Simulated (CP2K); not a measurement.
Consider fulvene at its PBE geometry (Å).

```xyz
12

C     1.9640   -0.0376    0.4917
C     0.6552   -0.0127    0.1640
C    -0.2398   -1.1733    0.0241
C    -1.4724   -0.7077   -0.3155
C    -1.4211    0.7628   -0.4084
C    -0.1576    1.1807   -0.1249
H     2.5443    0.8822    0.5710
H     2.4800   -0.9776    0.6889
H     0.0624   -2.2059    0.1740
H    -2.3626   -1.3069   -0.4948
H    -2.2683    1.3952   -0.6655
H     0.2159    2.2007   -0.1046
```

Method: CP2K XAS_TDP, all-electron GAPW, PBEh(45%), aug-cc-pVDZ, TDA, no relativity.

Where do the C K-edge lines lie, and how strong are they?

Leading lines: C1 280.01 eV, C2 280.69 eV, C3 280.32 eV and C4 280.60 eV. The leading line of an atom is its first one with 35 % of the strongest within 2.5 eV of its lowest line over the strength cut. 

The first six lines of each atom with a strength over 0.0015:

```tsv
atom	energy (eV)	states	strength, one atom
C1 (bonded to C and 2 H)	280.01	1	0.0515
	284.58	1	0.0064
	285.13	1	0.0213
	286.24	1	0.0037
	286.68	1	0.0046
	286.94	1	0.0017
C2 (bonded to 3 C)	280.69	1	0.0292
	284.28	1	0.0349
	286.15	1	0.0037
	286.23	1	0.0019
	286.72	1	0.0025
	286.85	1	0.0058
C3 (bonded to 2 C and H), 2 alike	280.32	1	0.0343
	284.15	1	0.0094
	284.31	1	0.0167
	285.03	1	0.0034
	285.59	2	0.0022
	285.94	1	0.0058
C4 (bonded to 2 C and H), 2 alike	280.60	1	0.0372
	284.14	1	0.0211
	284.32	1	0.0099
	285.99	1	0.0039
	286.87	1	0.0026
	287.08	1	0.0031
```

Lines are vertical, at one geometry, with no vibrational structure. Without a correction of the core level, line positions, and the gaps between valence and Rydberg lines, follow the share of exact exchange. At this level such K lines come out 3 to 6 eV under measured ones. These values hold no scalar relativity, about 0.1 eV for C 1s. Rydberg lines, and the discretised continuum above threshold, depend on the basis and the box.

[Banner, clock and machine lines of the logs are left out without a mark of their own.]

[Logs are printed without paths, hosts, clocks, repeated set-up lines and the standing remarks that a program may print on its own settings, such as how far it seeks lower states.]

[Hosts, paths, dates, database ids (printed as entryN), source tags and the programs' standing remarks are cut or masked in the printed files.]
